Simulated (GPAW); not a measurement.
# Ballistic transport through pyrazine between two Ir chains, from relaxation to T(E)

Aim: the conductance of pyrazine between two Ir chains after relaxation, and whether geometry, basis or functional moves it most.

Program: GPAW 26.7.0. Level of theory: GPAW LCAO, PAW setups; relaxation of the junction within the symmetry of its start, lead ends held, in the first sound run; inputs show where later runs differ. Results are calculated unless marked as measured.

## (1) The structure

The cell holds 26 atoms: 16 Ir, 2 N, 4 H and 4 C. Its edges and angles: a = 10.631 Å, b = 9.000 Å, c = 41.456 Å, α = 90.0°, β = 90.0°, γ = 90.0°. Regions: left lead, 8 atoms (8 Ir); channel, 10 atoms (2 N, 4 H and 4 C); right lead, 8 atoms (8 Ir). Vacuum lies along a and b. The structure is stacked along c, and the current runs across the ab planes.

## (2) Relaxation

Transmission follows bond lengths closely, so the atoms between the held lead ends are relaxed first, within whatever symmetry the start has.

The input, run.py:

```python
import json
from ase import Atoms
from ase.constraints import FixAtoms
from ase.optimize import BFGS
from gpaw import GPAW, FermiDirac

device = Atoms(
    ['Ir', 'Ir', 'Ir', 'Ir', 'Ir', 'Ir', 'Ir', 'Ir', 'N', 'H', 'H', 'C', 'C', 'C', 'C', 'H', 'H', 'N', 'Ir', 'Ir', 'Ir', 'Ir', 'Ir', 'Ir', 'Ir', 'Ir'],
    positions=[
        [5.31574, 4.50000, 1.15000],
        [5.31574, 4.50000, 3.45000],
        [5.31574, 4.50000, 5.75000],
        [5.31574, 4.50000, 8.05000],
        [5.31574, 4.50000, 10.35000],
        [5.31574, 4.50000, 12.65000],
        [5.31574, 4.50000, 14.95000],
        [5.31574, 4.50000, 17.25000],
        [5.31574, 4.50000, 19.31000],
        [7.38147, 4.50000, 19.46845],
        [3.25000, 4.50000, 19.46845],
        [4.17383, 4.50000, 20.03522],
        [6.45764, 4.50000, 20.03522],
        [4.17383, 4.50000, 21.42043],
        [6.45764, 4.50000, 21.42043],
        [3.25000, 4.50001, 21.98720],
        [7.38147, 4.50000, 21.98720],
        [5.31574, 4.50000, 22.14565],
        [5.31574, 4.50000, 24.20565],
        [5.31574, 4.50000, 26.50565],
        [5.31574, 4.50000, 28.80565],
        [5.31574, 4.50000, 31.10565],
        [5.31574, 4.50000, 33.40565],
        [5.31574, 4.50000, 35.70565],
        [5.31574, 4.50000, 38.00565],
        [5.31574, 4.50000, 40.30565]],
    cell=[[10.63147, 0.0, 0.0], [0.0, 9.0, 0.0], [0.0, 0.0, 41.45565]],
    pbc=True)

device.set_constraint(FixAtoms([0, 1, 2, 3, 4, 5, 6, 19, 20, 21, 22, 23, 24, 25]))
device.calc = GPAW(mode='lcao', basis='dzp', xc='PBE', h=0.18,
                   kpts={'size': (1, 1, 2), 'gamma': True},
                   symmetry={'tolerance': 1e-3, 'extra_ids': [1, 1, 1, 1, 1, 1, 1, 0, 0, 0, 0, 0, 0, 0, 0, 0, 0, 0, 0, 1, 1, 1, 1, 1, 1, 1]},
                   occupations=FermiDirac(0.1), maxiter=250,
                   mixer=dict(beta=0.1, nmaxold=8, weight=100.0),
                   convergence=dict(density=0.0001), txt='relax.txt')
path = []
opt = BFGS(device, maxstep=0.15)
opt.attach(lambda: path.append((device.get_potential_energy(), device.positions.tolist(), device.get_forces().tolist())))
relaxed = bool(opt.run(fmax=0.05, steps=50))
json.dump(dict(relaxed=relaxed, path=path, positions=device.positions.tolist(), moments=device.get_magnetic_moments().tolist(),
               forces=device.get_forces(apply_constraint=False).tolist()), open('result.json', 'w'))
```

Launch:

```
> OMP_NUM_THREADS=1 OPENBLAS_NUM_THREADS=1 python run.py
```

The program printed:

```text
Step          Energy          fmax
BFGS:    0     -140.084760        1.241189
BFGS:    1     -140.146356        0.944748
BFGS:    2     -140.183126        0.397431
BFGS:    3     -140.199464        0.219831
BFGS:    4     -140.203784        0.159675
BFGS:    5     -140.205662        0.052743
BFGS:    6     -140.205930        0.037596
```

Run time: 17 min. Hardware: 1 thread of Arm Neoverse V1, shared host; peak memory 2.2 GiB.

Step by step:

| step | energy less that of the first step (eV) | largest force (eV/Å) |
| --- | --- | --- |
| 1 | 0.0000 | 1.2412 |
| 2 | -0.0615 | 0.9447 |
| 3 | -0.0986 | 0.3974 |
| 4 | -0.1150 | 0.2198 |
| 5 | -0.1194 | 0.1597 |
| 6 | -0.1213 | 0.0527 |
| 7 | -0.1210 | 0.0376 |

The atoms that moved most (Å):

| atom | dx | dy | dz | length |
| --- | --- | --- | --- | --- |
| H11 | -0.045 | 0.000 | -0.011 | 0.046 |
| H16 | -0.045 | 0.000 | 0.011 | 0.046 |
| H10 | 0.045 | 0.000 | -0.011 | 0.046 |
| H17 | 0.045 | 0.000 | 0.011 | 0.046 |
| C12 | -0.026 | 0.000 | 0.000 | 0.026 |
| C14 | -0.026 | 0.000 | 0.000 | 0.026 |
| C13 | 0.026 | 0.000 | 0.000 | 0.026 |
| C15 | 0.026 | 0.000 | 0.000 | 0.026 |

The relaxation lowered the energy of the cell by 0.121 eV (energies extrapolated to zero smearing; the optimiser's log prints free energies). The largest force left on a free atom is 0.038 eV/Å.

## (3) GPAW, dzp

Localised orbitals split the wire into layers that couple to their neighbours alone, which is what the Green's function method needs; double zeta with polarisation is the usual level for numbers.

This step: GPAW LCAO, PAW setups; Landauer transmission from Green's functions with principal layers (ASE), zero bias (GPAW 26.7.0).

The input, run.py:

```python
import json
import numpy as np
from ase import Atoms
from ase.transport.calculators import TransportCalculator
from gpaw import GPAW, FermiDirac
from gpaw.lcao.tools import get_lcao_hamiltonian
from scipy.linalg import eigh

# The junction with lead layers at both ends, along the third cell vector
device = Atoms(
    ['Ir', 'Ir', 'Ir', 'Ir', 'Ir', 'Ir', 'Ir', 'Ir', 'N', 'H', 'H', 'C', 'C', 'C', 'C', 'H', 'H', 'N', 'Ir', 'Ir', 'Ir', 'Ir', 'Ir', 'Ir', 'Ir', 'Ir'],
    positions=[
        [5.31574, 4.50000, 1.15000],
        [5.31574, 4.50000, 3.45000],
        [5.31574, 4.50000, 5.75000],
        [5.31574, 4.50000, 8.05000],
        [5.31574, 4.50000, 10.35000],
        [5.31574, 4.50000, 12.65000],
        [5.31574, 4.50000, 14.95000],
        [5.31574, 4.50000, 17.24690],
        [5.31574, 4.50000, 19.29347],
        [7.42637, 4.50000, 19.45715],
        [3.20510, 4.50000, 19.45715],
        [4.14791, 4.50000, 20.03524],
        [6.48356, 4.50000, 20.03524],
        [4.14791, 4.50000, 21.42041],
        [6.48356, 4.50000, 21.42041],
        [3.20510, 4.50001, 21.99850],
        [7.42637, 4.50000, 21.99850],
        [5.31574, 4.50000, 22.16218],
        [5.31574, 4.50000, 24.20875],
        [5.31574, 4.50000, 26.50565],
        [5.31574, 4.50000, 28.80565],
        [5.31574, 4.50000, 31.10565],
        [5.31574, 4.50000, 33.40565],
        [5.31574, 4.50000, 35.70565],
        [5.31574, 4.50000, 38.00565],
        [5.31574, 4.50000, 40.30565]],
    cell=[[10.63147, 0.0, 0.0], [0.0, 9.0, 0.0], [0.0, 0.0, 41.45565]],
    pbc=True)

# One principal layer of the lead: the first 5 atoms of the device
lead = Atoms(
    ['Ir', 'Ir', 'Ir', 'Ir', 'Ir'],
    positions=[
        [5.31574, 4.50000, 1.15000],
        [5.31574, 4.50000, 3.45000],
        [5.31574, 4.50000, 5.75000],
        [5.31574, 4.50000, 8.05000],
        [5.31574, 4.50000, 10.35000]],
    cell=[[10.63147, 0.0, 0.0], [0.0, 9.0, 0.0], [0.0, 0.0, 11.5]],
    pbc=True)

settings = dict(mode='lcao', basis='dzp', xc='PBE', h=0.18,
                occupations=FermiDirac(0.1), maxiter=250,
                mixer=dict(beta=0.1, nmaxold=8, weight=100.0),
                convergence=dict(density=0.0001))
energies = np.arange(-2, 2 + 1e-9, 0.025)
eta = 0.0001
n1, n2 = 1, 1
# k and -k transmit alike, so half of the mesh across the current serves
mesh = [(i, j) for i in range(n1) for j in range(n2) if (i, j) <= (-i % n1, -j % n2)]
weights = np.array([1 if (i, j) == (-i % n1, -j % n2) else 2 for i, j in mesh]) / (n1 * n2)


def ground_state(atoms, size, txt):
    atoms.calc = GPAW(kpts={'size': size, 'gamma': True}, symmetry={'tolerance': 1e-3}, txt=txt, **settings)
    atoms.get_potential_energy()
    return atoms.calc.get_fermi_level()


def blocks(atoms, fermi, points, nz, cells):
    """H - E_F S and S between cell 0 and the cells above it, at each point across the current."""
    kz = np.arange(nz) / nz
    calc = atoms.calc.fixed_density(kpts=[(*k, z) for k in points for z in kz], symmetry='off', txt=None)
    H, S = get_lcao_hamiltonian(calc)
    H = (H - fermi * S).reshape(len(H), len(points), nz, *S.shape[1:])
    S = S.reshape(H.shape[1:])
    phases = [np.exp(-2j * np.pi * kz * R) / nz for R in cells]
    return [(np.einsum('skzij,z->ksij', H, p), np.einsum('kzij,z->kij', S, p)) for p in phases]


def pair(a, b):
    return np.block([[a, b], [b.T.conj(), a]])


def count_channels(h, s, cells, nk=240):
    """Half the number of times that the lead's bands cross each energy, unfolded to its shortest repeat."""
    b = len(h) // cells
    bands = []
    for k in (np.arange(nk + 1) + 0.5) / nk:
        hk, sk = h[:b, :b].copy(), s[:b, :b].copy()
        for R in range(1, cells):
            phase, block = np.exp(2j * np.pi * k * R), slice(R * b, (R + 1) * b)
            hk += h[:b, block] * phase + (h[:b, block] * phase).T.conj()
            sk += s[:b, block] * phase + (s[:b, block] * phase).T.conj()
        w, u = eigh(sk)
        x = u[:, w > 1e-5] / w[w > 1e-5]**0.5  # drop near-dependent combinations
        bands.append(np.r_[eigh(x.T.conj() @ hk @ x, eigvals_only=True), [1e9] * (w <= 1e-5).sum()])
    below = np.array(bands)[:, :, None] < energies
    return (below[1:] != below[:-1]).sum((0, 1)) / 2


fermi_lead = ground_state(lead, (1, 1, 10), 'lead.txt')
fermi_device = ground_state(device, (1, 1, 2), 'device.txt')
T, channels, eigen, tail, misfit, shifts = [], [], [], 0.0, 0.0, []
for first in range(0, len(mesh), 164):
    points = [(i / n1, j / n2) for i, j in mesh[first:first + 164]]
    (H0k, S0k), (H1k, S1k), (H2k, _) = blocks(lead, fermi_lead, points, 5, range(3))
    [(Hk, Sk)] = blocks(device, fermi_device, points, 2, [0])
    tail = max(tail, abs(H2k).max())
    for H0, S0, H1, S1, H, S in zip(H0k, S0k, H1k, S1k, Hk, Sk):
        n = len(S0)
        # Shift the lead onto the potential of the device's first layer
        shift = ((H[:, 0, 0] - H0[:, 0, 0]) / S0[0, 0]).real.mean()
        shifts.append(shift)
        misfit = max(misfit, abs(H[:, :n, :n] - H0 - shift * S0).max())
        Tk, Ck, Ek = [], [], []
        for s in range(len(H)):
            t = s % len(H0)  # a lead without moments serves both spins
            h1, s1 = pair(H0[t] + shift * S0, H1[t] + shift * S1), pair(S0, S1)
            leads = dict(h1=h1, s1=s1, energies=energies, eta=eta, eta1=eta, eta2=eta)
            calc = TransportCalculator(h=H[s], s=S, eigenchannels=3, **leads)
            Tk.append(calc.get_transmission())
            Ek.append(np.sort(calc.eigenchannels_ne, axis=0)[::-1])
            Ck.append(count_channels(h1, s1, 10))
        T.append(Tk)
        channels.append(Ck)
        eigen.append(Ek)
T, channels = np.array(T), np.array(channels)
mean, open_channels = np.einsum('kse,k->se', T, weights), np.einsum('kse,k->se', channels, weights)

print(f'basis functions: device {len(S)}, principal layer {n}')
print(f'Fermi level: lead {fermi_lead:.4f} eV, device {fermi_device:.4f} eV; lead shifted by {np.mean(shifts):.4f} eV')
print(f'largest coupling past the next layer {tail:.2e} eV, largest misfit of the first layer {misfit:.3f} eV')
print('  E-E_F (eV)   ' + 'T (one spin)  channels')
for e, t, c in zip(energies, mean.T, open_channels.T):
    print(f'{e:10.3f}  ', *[f'{x:11.4e}' for x in t], *[f'{x:9.4f}' for x in c])

kT = 8.617333e-5 * 300
fine = np.linspace(energies[0], energies[-1], 4001)
both = np.exp(np.interp(fine, energies, np.log(np.maximum(mean.sum(0) * 2 / len(mean), 1e-30))))
fermi = lambda mu: 1 / (1 + np.exp(np.clip((fine - mu) / kT, -200, 200)))
slope = fermi(0) * (1 - fermi(0)) / kT
G = np.trapezoid(both * slope, fine) / 2
seebeck = -np.trapezoid(both * slope * fine, fine) / (2 * G * 300) * 1e6
print(f'conductance at 300 K: {G:.5g} G0 a cell; thermopower {seebeck:.4g} uV/K')
bias = [0.1, 0.2, 0.5, 1.0, 1.5, 2.0]
current = [38.74 * np.trapezoid(both * (fermi(V / 2) - fermi(-V / 2)), fine) for V in bias]
for V, I in zip(bias, current):
    print(f'current from the zero-bias T(E) at {V} V: {I:.5g} uA')
zero = abs(energies).argmin()
json.dump(dict(energies=energies.tolist(), T=mean.tolist(), channels=open_channels.tolist(), G=G, seebeck=seebeck,
               bias=bias, current=current, tail=tail, misfit=misfit, shift=np.mean(shifts), n_device=len(S), n_lead=n,
               fermi=[fermi_lead, fermi_device], energy=device.get_potential_energy(),
               moments=device.get_magnetic_moments().tolist(), mesh=mesh, weights=weights.tolist(),
               T_k=T[:, :, zero].tolist(), eigen=np.array(eigen[0]).tolist()), open('result.json', 'w'))
```

The program printed:

```text
basis functions: device 530, principal layer 135
Fermi level: lead -4.1128 eV, device -3.7971 eV; lead shifted by -0.0164 eV
largest coupling past the next layer 1.48e-06 eV, largest misfit of the first layer 0.156 eV
  E-E_F (eV)   T (one spin)  [channel counts left out]
    -2.000    1.5276e-01
    -1.975    1.5547e-01
    -1.950    1.5839e-01
    -1.925    1.6145e-01
    -1.900    1.6459e-01
    -1.875    1.6775e-01
    -1.850    1.7095e-01
    -1.825    1.7417e-01
    -1.800    1.7748e-01
    -1.775    1.8090e-01
    -1.750    1.8476e-01
    -1.725    1.8830e-01
    -1.700    1.9234e-01
    -1.675    1.9662e-01
    -1.650    2.0116e-01
    -1.625    2.0595e-01
[...]
1.825    3.5923e-01
     1.850    3.2115e-01
     1.875    2.6243e-01
     1.900    1.5596e-01
     1.925    1.6696e-03
     1.950    1.7392e-03
     1.975    1.8113e-03
     2.000    1.8854e-03
conductance at 300 K: 0.93574 G0 a cell; thermopower -0.1905 uV/K
current from the zero-bias T(E) at 0.1 V: 7.2393 uA
current from the zero-bias T(E) at 0.2 V: 14.434 uA
current from the zero-bias T(E) at 0.5 V: 35.534 uA
current from the zero-bias T(E) at 1.0 V: 68.092 uA
current from the zero-bias T(E) at 1.5 V: 97.63 uA
current from the zero-bias T(E) at 2.0 V: 124.02 uA
```

Run time: 6.9 min. Hardware: 1 thread; peak memory 2.5 GiB.

This step gave:

```
conductance                                    : 0.9357 G₀
largest coupling past the next principal layer : 1.48e-6 eV
largest misfit of the first principal layer    : 0.1560 eV
shift that aligns the lead                     : -0.01638 eV
basis functions of the junction                : 530
basis functions of a principal layer           : 135
transmission at the Fermi level (one spin)     : 0.9425
```

One spin. Table of transmission, zone mean by energy, zero at the Fermi level:

| energy (eV) | transmission, zone mean |
| --- | --- |
| -2.000 | 0.153 |
| -1.800 | 0.177 |
| -1.600 | 0.211 |
| -1.400 | 0.258 |
| -1.200 | 0.311 |
| -1.000 | 0.358 |
| -0.800 | 0.424 |
| -0.600 | 0.527 |
| -0.400 | 0.673 |
| -0.200 | 0.851 |
| 0.000 | 0.943 |
| 0.200 | 0.955 |
| 0.400 | 0.992 |
| 0.600 | 1.01 |
| 0.800 | 0.990 |
| 1.000 | 0.921 |
| 1.200 | 0.825 |
| 1.400 | 0.694 |
| 1.600 | 0.539 |
| 1.800 | 0.387 |
| 2.000 | 0.00189 |

Not self-consistent under bias; the bias window is split evenly. Table of current through one cell, from the zero-bias transmission by bias:

| bias (V) | current through one cell, from the zero-bias transmission (μA) |
| --- | --- |
| 0.100 | 7.24 |
| 0.200 | 14.4 |
| 0.500 | 35.5 |
| 1.000 | 68.1 |
| 1.500 | 97.6 |
| 2.000 | 124 |

Transmission of the three most open eigenchannels against energy, zero at the Fermi level:

| energy (eV) | channel 1 | channel 2 | channel 3 |
| --- | --- | --- | --- |
| -2.000 | 0.126 | 0.0252 | 0.00114 |
| -1.900 | 0.137 | 0.0256 | 0.00123 |
| -1.800 | 0.150 | 0.0248 | 0.00134 |
| -1.700 | 0.167 | 0.0231 | 0.00146 |
| -1.600 | 0.186 | 0.0219 | 0.00161 |
| -1.500 | 0.209 | 0.0215 | 0.00178 |
| -1.400 | 0.232 | 0.0217 | 0.00195 |
| -1.300 | 0.257 | 0.0244 | 0.00260 |
| -1.200 | 0.280 | 0.0251 | 0.00303 |
| -1.100 | 0.303 | 0.0246 | 0.00336 |
| -1.000 | 0.327 | 0.0243 | 0.00385 |
| -0.900 | 0.355 | 0.0247 | 0.00446 |
| -0.800 | 0.389 | 0.0251 | 0.00504 |
| -0.700 | 0.433 | 0.0257 | 0.00565 |
| -0.600 | 0.488 | 0.0261 | 0.00624 |
| -0.500 | 0.554 | 0.0265 | 0.00691 |
| -0.400 | 0.628 | 0.0266 | 0.00754 |
| -0.300 | 0.702 | 0.0274 | 0.0109 |
| -0.200 | 0.770 | 0.0345 | 0.0314 |
| -0.100 | 0.825 | 0.0399 | 0.0385 |
| 0.000 | 0.868 | 0.0366 | 0.0240 |
| 0.100 | 0.901 | 0.0214 | 0.00572 |
| 0.200 | 0.927 | 0.0185 | 0.00584 |
| 0.300 | 0.950 | 0.0150 | 0.00584 |
| 0.400 | 0.971 | 0.0122 | 0.00579 |
| 0.500 | 0.988 | 0.0101 | 0.00574 |
| 0.600 | 0.998 | 0.00816 | 0.00572 |
| 0.700 | 0.996 | 0.00577 | 0.00561 |
| 0.800 | 0.980 | 0.00588 | 0.00339 |
| 0.900 | 0.952 | 0.00601 | 6.3e-8 |
| 1.000 | 0.914 | 0.00611 | 5.1e-5 |
| 1.100 | 0.870 | 0.00615 | 1.5e-4 |
| 1.200 | 0.819 | 0.00609 | 2.7e-4 |
| 1.300 | 0.758 | 0.00591 | 4.0e-4 |
| 1.400 | 0.687 | 0.00565 | 5.6e-4 |
| 1.500 | 0.610 | 0.00532 | 7.2e-4 |
| 1.600 | 0.533 | 0.00492 | 9.1e-4 |
| 1.700 | 0.460 | 0.00435 | 0.00111 |
| 1.800 | 0.383 | 0.00324 | 0.00134 |
| 1.900 | 0.154 | 0.00160 | 7.4e-4 |
| 2.000 | 0.00189 | 1.2e-9 | 2.4e-11 |

Couplings past the next layer reach 1.5e-6 eV, small enough to drop; the matrix elements of the cell's first layer differ from the bulk lead's by up to 0.16 eV. That layer keeps its own values in the calculation, and only beyond it is the lead taken as perfect. The Fermi levels of lead and junction count from different zeros of potential, one for each periodic cell; with both set to zero, the small remaining shift is what aligns them. Without spin-orbit coupling, which is large for these atoms, channel counts and T are those of the scalar-relativistic bands. By hand: G = 0.9357 × 77.48 μS = 72.5 μS, a resistance of 13.8 kΩ; at 0.1 V a linear junction would pass 7.25 μA, and the integral over the bias window gives 7.24 μA.

[end of part 1 of 3]

[Logs are printed without paths, hosts, clocks, repeated set-up lines and the standing remarks that a program may print on its own settings, such as how far it seeks lower states.]

[Hosts, paths, dates, database ids (printed as entryN), source tags and the programs' standing remarks are cut or masked in the printed files.]
